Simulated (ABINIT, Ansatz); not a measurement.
Planning a run of ABINIT 10.8.3 on TiO2 (Rutile). The input:

```
acell 3*1.0 Angstrom
rprim 
  4.592200000000 0.000000000000 0.000000000000
  0.000000000000 4.592200000000 0.000000000000
  0.000000000000 0.000000000000 2.957400000000
ntypat 2
znucl 22 8
natom 6
typat 1 1 2 2 2 2
xred 
  0.000000000000 0.000000000000 0.000000000000
  0.500000000000 0.500000000000 0.500000000000
  0.304960000000 0.304960000000 0.000000000000
  0.195040000000 0.804960000000 0.500000000000
  0.695040000000 0.695040000000 0.000000000000
  0.804960000000 0.195040000000 0.500000000000
pp_dirpath "pseudos"
pseudos "Ti.upf, O.upf"
ecut 38
ngkpt 6 6 8
nshiftk 1
shiftk 0.11 0.21 0.31
kptopt 3
chksymbreak 0
istwfk *1
occopt 1
irdwfk 1
optdriver 99
bs_calctype 1
mbpt_sciss 1.584 eV
bs_loband 21
nband 29
bs_exchange_term 1
bs_coulomb_term 21
bs_coupling 0
bs_algorithm 2
bs_freq_mesh 0 9 0.05 eV
zcut 0.15 eV
ecuteps 3
ecutwfn 19
inclvkb 2
mdf_epsinf 7.95
irdden 1
bs_haydock_niter 300
bs_haydock_tol -0.02 0
indata_prefix "in"
outdata_prefix "out"
tmpdata_prefix "tmp"
```

```sh
OMP_NUM_THREADS=1 mpirun -n 16 abinit run.abi > log
```

Question: Estimate wall time and host memory on 16 MPI ranks of Arm Neoverse N1, shared host.

It took 7.6 min; on shared hardware allow 3.8 min to 15 min. Peak host memory was 12 GiB.

The kernel grows as the square of the matrix size, and full diagonalisation as its cube.

[Paths, hosts, dates, memory and timing lines, banners, echoed tables and standing remarks are left out of the program output.]

[Logs are printed without paths, hosts, clocks, repeated set-up lines and the standing remarks that a program may print on its own settings, such as how far it seeks lower states.]

[Runs of the session that timed out or met a known fault of the program may be left out.]

[Hosts, paths, dates, database ids (printed as entryN), source tags and the programs' standing remarks are cut or masked in the printed files.]

[G0W0 gaps are taken among the corrected bands and points alone; a level outside them can change the order at an edge.]

[Where Ansatz stands beside ABINIT at settings called matched, ABINIT's density can come from a denser mesh and the files from another edition; pairs whose starting gaps differed by over 0.03 eV were left out, so agreement reads better than it is.]
